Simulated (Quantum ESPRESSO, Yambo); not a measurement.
# Quasiparticle gap of WS2 (Tungstenite) in Yambo, part 2 of 3

How does a plane-wave GW calculation on WS2 (Tungstenite) run from the first input to the gap?

Quantum ESPRESSO 7.5 and Yambo 5.3.0; PBE and many-body steps on it, plane waves. Known limits of the many-body steps: not at the basis limit; no spin-orbit coupling; coarse k mesh.

So far. Step 2 (Ground state): The gap is indirect, with the least direct gap 0.86 eV higher. Step 3 (Bands along the symmetry lines): The gap is 0.981 eV, as in the run before at this level.

### 4. Empty states on the mesh, 3×3×1 mesh, 111 bands

Level of this step: DFT, PBE, plane waves, norm-conserving pseudopotentials (Quantum ESPRESSO).

The sums over transitions need many empty states on a uniform mesh; this step solves for them.

Input file pw.in:

```
&control
  calculation = 'nscf'
  prefix = 'x'
  outdir = 'o'
  pseudo_dir = 'pseudo'
/
&system
  ibrav = 0
  nat = 6
  ntyp = 2
  ecutwfc = 62.0
  nbnd = 111
  force_symmorphic = .true.
/
&electrons
  conv_thr = 1e-9
  electron_maxstep = 80
  diago_full_acc = .true.
  diago_thr_init = 5e-6
/
ATOMIC_SPECIES
  W 183.84 W.upf
  S 32.06 S.upf
CELL_PARAMETERS angstrom
  3.1532000000 0.0000000000 0.0000000000
  -1.5766000000 2.7307513032 0.0000000000
  0.0000000000 0.0000000000 12.3230000000
ATOMIC_POSITIONS crystal
  W 0.3333333333 0.6666666667 0.2500000000
  W 0.6666666667 0.3333333333 0.7500000000
  S 0.3333333333 0.6666666667 0.6225000000
  S 0.6666666667 0.3333333333 0.1225000000
  S 0.3333333333 0.6666666667 0.8775000000
  S 0.6666666667 0.3333333333 0.3775000000
K_POINTS automatic
  3 3 1 0 0 0
```

Command:

```
$ OMP_NUM_THREADS=1 mpirun -n 8 pw.x -nk 4 -in pw.in > pw.out
```

Log:

```text
[banner, memory and clock lines left out]
Program PWSCF v.7.5 starts

     Atomic positions and unit cell read from directory:
     o/x.save/

     Message from routine setup:
     using ibrav=0 with symmetry is DISCOURAGED, use correct ibrav instead

     Message from routine divide_et_impera:
     suboptimal parallelization: some nodes have no k-points

     bravais-lattice index     =            0
     lattice parameter (alat)  =       5.9587  a.u.
     unit-cell volume          =     716.0556 (a.u.)^3
     number of atoms/cell      =            6
     number of atomic types    =            2
     number of electrons       =        52.00
     number of Kohn-Sham states=          111
     kinetic-energy cutoff     =      62.0000  Ry
     charge density cutoff     =     248.0000  Ry
     Exchange-correlation= PBE
                           (   1   4   3   4   0   0   0)

     celldm(1)=   5.958684  celldm(2)=   0.000000  celldm(3)=   0.000000
     celldm(4)=   0.000000  celldm(5)=   0.000000  celldm(6)=   0.000000

     crystal axes: (cart. coord. in units of alat)
               a(1) = (   1.000000   0.000000   0.000000 )
               a(2) = (  -0.500000   0.866025   0.000000 )
               a(3) = (   0.000000   0.000000   3.908093 )

     reciprocal axes: (cart. coord. in units 2 pi/alat)
               b(1) = (  1.000000  0.577350 -0.000000 )
               b(2) = (  0.000000  1.154701  0.000000 )
               b(3) = (  0.000000 -0.000000  0.255879 )
     Pseudo is Norm-conserving + core correction, Zval = 14.0
     Generated using ONCVPSP code by D. R. Hamann
     Using radial grid of 1396 points,  8 beta functions with:
     Pseudo is Norm-conserving + core correction, Zval =  6.0
     Generated using ONCVPSP code by D. R. Hamann
     Using radial grid of 1146 points,  6 beta functions with:
     W                14.00   183.84000     W ( 1.00)
     S                 6.00    32.06000     S ( 1.00)

     12 Sym. Ops., with inversion, found

   Cartesian axes

     site n.     atom                  positions (alat units)
         1        W      tau(   1) = (  -0.0000000   0.5773503   0.9770233  )
         2        W      tau(   2) = (   0.5000000   0.2886751   2.9310700  )
         3        S      tau(   3) = (  -0.0000000   0.5773503   2.4327881  )
         4        S      tau(   4) = (   0.5000000   0.2886751   0.4787414  )
         5        S      tau(   5) = (  -0.0000000   0.5773503   3.4293519  )
         6        S      tau(   6) = (   0.5000000   0.2886751   1.4753052  )

     number of k points=     3
                       cart. coord. in units 2pi/alat
        k(    1) = (   0.0000000   0.0000000   0.0000000), wk =   0.2222222
        k(    2) = (   0.0000000   0.3849002   0.0000000), wk =   1.3333333
        k(    3) = (   0.3333333   0.5773503   0.0000000), wk =   0.4444444

     Dense  grid:    47139 G-vectors     FFT dimensions: (  30,  30, 120)

     The potential is recalculated from file :
     o/x.save/charge-density

     Starting wfcs are   36 randomized atomic wfcs +   75 random wfcs

     Band Structure Calculation

     End of band structure calculation

          k = 0.0000 0.0000 0.0000 (  5885 PWs)   bands (ev):

   -62.8528 -62.8528 -27.1166 -27.1165 -26.9277 -26.9277 -26.9277 -26.9277
    -3.8728  -3.6412  -2.3295  -1.8908   4.1225   5.1760   7.9207   8.2931
     8.2931   8.3074   8.3074   9.5285   9.5285   9.5821   9.5821  10.2537
[...]
49.6216  49.6216  50.0455  50.0501  50.0995  51.1097  51.1097

          k = 0.0000 0.3849 0.0000 (  5917 PWs)   bands (ev):

[...]
49.4361  49.6088  50.5618  50.9262  51.4826  51.5155  51.5199

          k = 0.3333 0.5774 0.0000 (  5862 PWs)   bands (ev):

[...]
43.4065  43.4065  44.3228  44.3228  45.6841  46.0449  46.6696  46.6696
    46.8323  46.8597  46.8597  46.9967  47.6192  47.6192  48.6753  49.2651
    49.2651  49.4536  49.4536  49.6758  49.9659  50.1128  50.5432

     highest occupied, lowest unoccupied level (ev):    11.7694   13.0744

     XML data file, pseudopotentials, collected wavefunctions
```

It took 3.9 s on 8 MPI ranks of Intel Xeon 6975P-C (Granite Rapids), shared host; peak memory 0.62 GiB.

Numbers from this step:

| Property | Result |
| --- | --- |
| gap | 1.305 eV |
| k of the valence top | 0, 0, 0 |
| k of the conduction bottom | 0.3333, 0.3333, 0 |
| least direct gap | 1.837 eV |
| k points computed | 3 |
| lowest point of the top converged band, above the valence top | 38.77 eV |

On this mesh the gap is 1.305 eV. The earlier step found 0.981 eV, so this mesh misses an edge.

### 5. Conversion and set-up

This step: Yambo 5.3.0; conversion and set-up on PBE, plane waves, norm-conserving pseudopotentials.

The states are converted to the many-body program's format and the q mesh is built.

Command:

```
$ (cd o/x.save; p2y > p2y.log; mv SAVE ../..); yambo > setup.log
```

Log:

```text
 Yambo, version 5.3.0

 [02] CORE Variables Setup
 =========================

  [02.01] Unit cells
  ==================

  Cell kind             :  HCP
  Atoms in the cell     :  W  S
  number of W  atoms    :  2
  number of S  atoms    :   4

  List of atomic masses
  Mass of W     :  183.8400
  Mass of S     :  32.06000

  List of atomic coordinates    : [cc]
  W1       : -0.29793E-09   3.4402       5.8218      order 1
  W2       :   2.97934   1.72012  17.46532  order 2
  S1       : -0.29793E-09   3.4402       14.496      order 3
  S2       :  2.979342  1.720124  2.852669  order 4
  S3       : -0.29793E-09   3.4402       20.434      order 5
  S4       :  2.979342  1.720124  8.790878  order 6

  Alat factors          :   5.95868   5.16037  23.28710 [a.u.]
  Direct lattice volume :  716.0556 [a.u.]
  Direct lattice vectors:  A[ 1 ]  A[ 2 ]  A[ 3 ]
   A[ 1 ]:  1.000000  0.000000  0.000000  [iru]
   5.958684  0.000000  0.000000  [cc]
   A[ 2 ]: -0.500000  1.000000  0.000000  [iru]
  -2.979342  5.160372  0.000000  [cc]
   A[ 3 ]:  0.000000  0.000000  1.000000  [iru]
    0.00000   0.00000  23.28710  [cc]

  Recip. lattice volume :  0.346412 [a.u.]
  Recip. lattice vectors:  B[ 1 ]  B[ 2 ]  B[ 3 ]
   B[ 1 ]:  1.000000  0.500000  0.000000  [iku]
   1.054458  0.608792 -0.000000  [cc]
   B[ 2 ]:  0.000000  1.000000  0.000000  [iku]
   0.000000  1.217584  0.000000  [cc]
   B[ 3 ]:  0.000000  0.000000  1.000000  [iku]
   0.000000 -0.000000  0.269814  [cc]

  [02.02] Symmetries
  ==================

  Inversion symmetry    : yes
  Spatial inversion     : yes
  Inversion index       :   7
  K-space Time-reversal : no
  Magnetic symmetries   : no
  Group table correct   : yes
  Symmetries units      :  [cc]

   [S  1]:   1.0000       0.0000       0.0000      0.78521E-17   1.0000       0.0000       0.0000       0.0000       1.0000
   [S  2]:   1.0000       0.0000       0.0000      0.78521E-17  -1.0000       0.0000       0.0000       0.0000      -1.0000
   [S  3]: -0.500000  0.866025  0.000000 -0.866025 -0.500000  0.000000  0.000000  0.000000  1.000000
[...]
[S 11]:  0.500000  0.866025  0.000000  0.866025 -0.500000  0.000000  0.000000  0.000000  1.000000
   [S 12]:  0.500000 -0.866025  0.000000 -0.866025 -0.500000  0.000000  0.000000  0.000000  1.000000

  [02.03] Reciprocal space
  ========================

  nG shells         :  2346
  nG charge         :   47139
  nG WFs            :   7559
  nC WFs            :   5917
  G-vecs. in first 80 shells:  [ Number ]
     1    3    5    7    9   15   27   39   41
    53   55   67   79   81   93   99  111  113
   125  137  149  161  163  169  181  193  205
[...]
799   811   823   835   859   865   877   889
  ...
  Shell energy in first 80 shells:  [ mHa ]
[...]
6499.18      6605.00      6628.14      6671.30      6707.70      6816.90      6892.82      6972.38      6998.89
    7134.36      7253.69      7369.40      7465.34      7518.37      7581.29      7875.62      7981.69      8137.17
    8189.96      8206.59      8375.33      8454.89      8828.77      8895.06      8931.21      8931.46
  ...

  [02.04] K-grid lattice
  ======================

  Compatible Grid is   : 2D
  Base K vectors       :  K_min[ 1 ]  K_min[ 2 ]  K_min[ 3 ]
  K_min[ 1 ] :  0.30223E-17  0.33333       0.0000     [rlu]
  K_min[ 2 ] :  0.33333     -0.15981E-11   0.0000     [rlu]
  Grid dimensions      :  3  3
  K lattice UC volume  :  0.038490 [a.u.]

  IBZ K-points                                      :  3
  BZ  K-points                                      :   9

  K/Q-points units:
  rlu = crystal or reduced units; cc = cartesian coordinates; iku = interal k-units

  K [1]          [rlu]:  0.000000  0.000000  0.000000
         WF components:   5885
  K [2]          [rlu]:  0.000000  0.333333  0.000000
         WF components:   5917
  K [3]          [rlu]:  0.333333  0.333333  0.000000
         WF components:   5862

  [02.05] Energies & Occupations
  ==============================

  [X] === General ===
  [X] Electronic Temperature                        :  0.000000  0.000000 [eV K]
  [X] Bosonic    Temperature                        :  0.000000  0.000000 [eV K]
  [X] Finite Temperature mode                       : no
  [X] El. density                                   :  0.49006E+24 [cm-3]
  [X] Fermi Level                                   :  11.76937 [eV]

  [X] === Gaps and Widths ===
  [X] Conduction Band Min                           :  1.305026 [eV]
  [X] Valence Band Max                              :  0.000000 [eV]
  [X] Filled Bands                                  :  26
  [X] Empty Bands                                   :   27  111
  [X] Direct Gap                                    :  1.836911 [eV]
  [X] Direct Gap localized at k                     :  3
  [X] Indirect Gap                                  :  1.305026 [eV]
  [X] Indirect Gap between kpts                     :  1  3
  [X] Last valence band width                       :  1.747709 [eV]
  [X] 1st conduction band width                     :  1.005650 [eV]

  E @ K [1]:  [eV]
  -74.62213 -74.62213 -38.88595 -38.88588 -38.69709 -38.69709 -38.69707 -38.69707
[...]
occ @ K [1]
[...]
E @ K [2]:  [eV]
[...]
occ @ K [2]
[...]
E @ K [3]:  [eV]
[...]
occ @ K [3]
[...]
0.000000  0.000000  0.000000  0.000000  0.000000  0.000000  0.000000  0.000000
   0.000000  0.000000  0.000000  0.000000  0.000000  0.000000  0.000000  0.000000

 [03] Transferred momenta grid and indexing
 ==========================================

 IBZ Q-points                                      :  3
 BZ  Q-points                                      :   9

 K/Q-points units:
 rlu = crystal or reduced units; cc = cartesian coordinates; iku = interal k-units

 Q [1]          [rlu]:  0.000000  0.000000  0.000000
 Q [2]          [rlu]:  0.30223E-17  0.33333       0.0000
 Q [3]          [rlu]:  0.333333  0.333333  0.000000

  [03.01] X indexes
  =================

   [03.01.01] Sigma indexes
   ========================

 [06] Game Over & Game summary
```

Run time: 2.2 s. Hardware: 1 MPI rank; peak memory 0.24 GiB.

(Continued in part 3 of 3.)

[Paths, hosts, dates, memory and timing lines, banners, echoed tables and standing remarks are left out of the program output.]

[Logs are printed without paths, hosts, clocks, repeated set-up lines and the standing remarks that a program may print on its own settings, such as how far it seeks lower states.]

[Runs of the session that timed out or met a known fault of the program may be left out.]

[Hosts, paths, dates, database ids (printed as entryN), source tags and the programs' standing remarks are cut or masked in the printed files.]
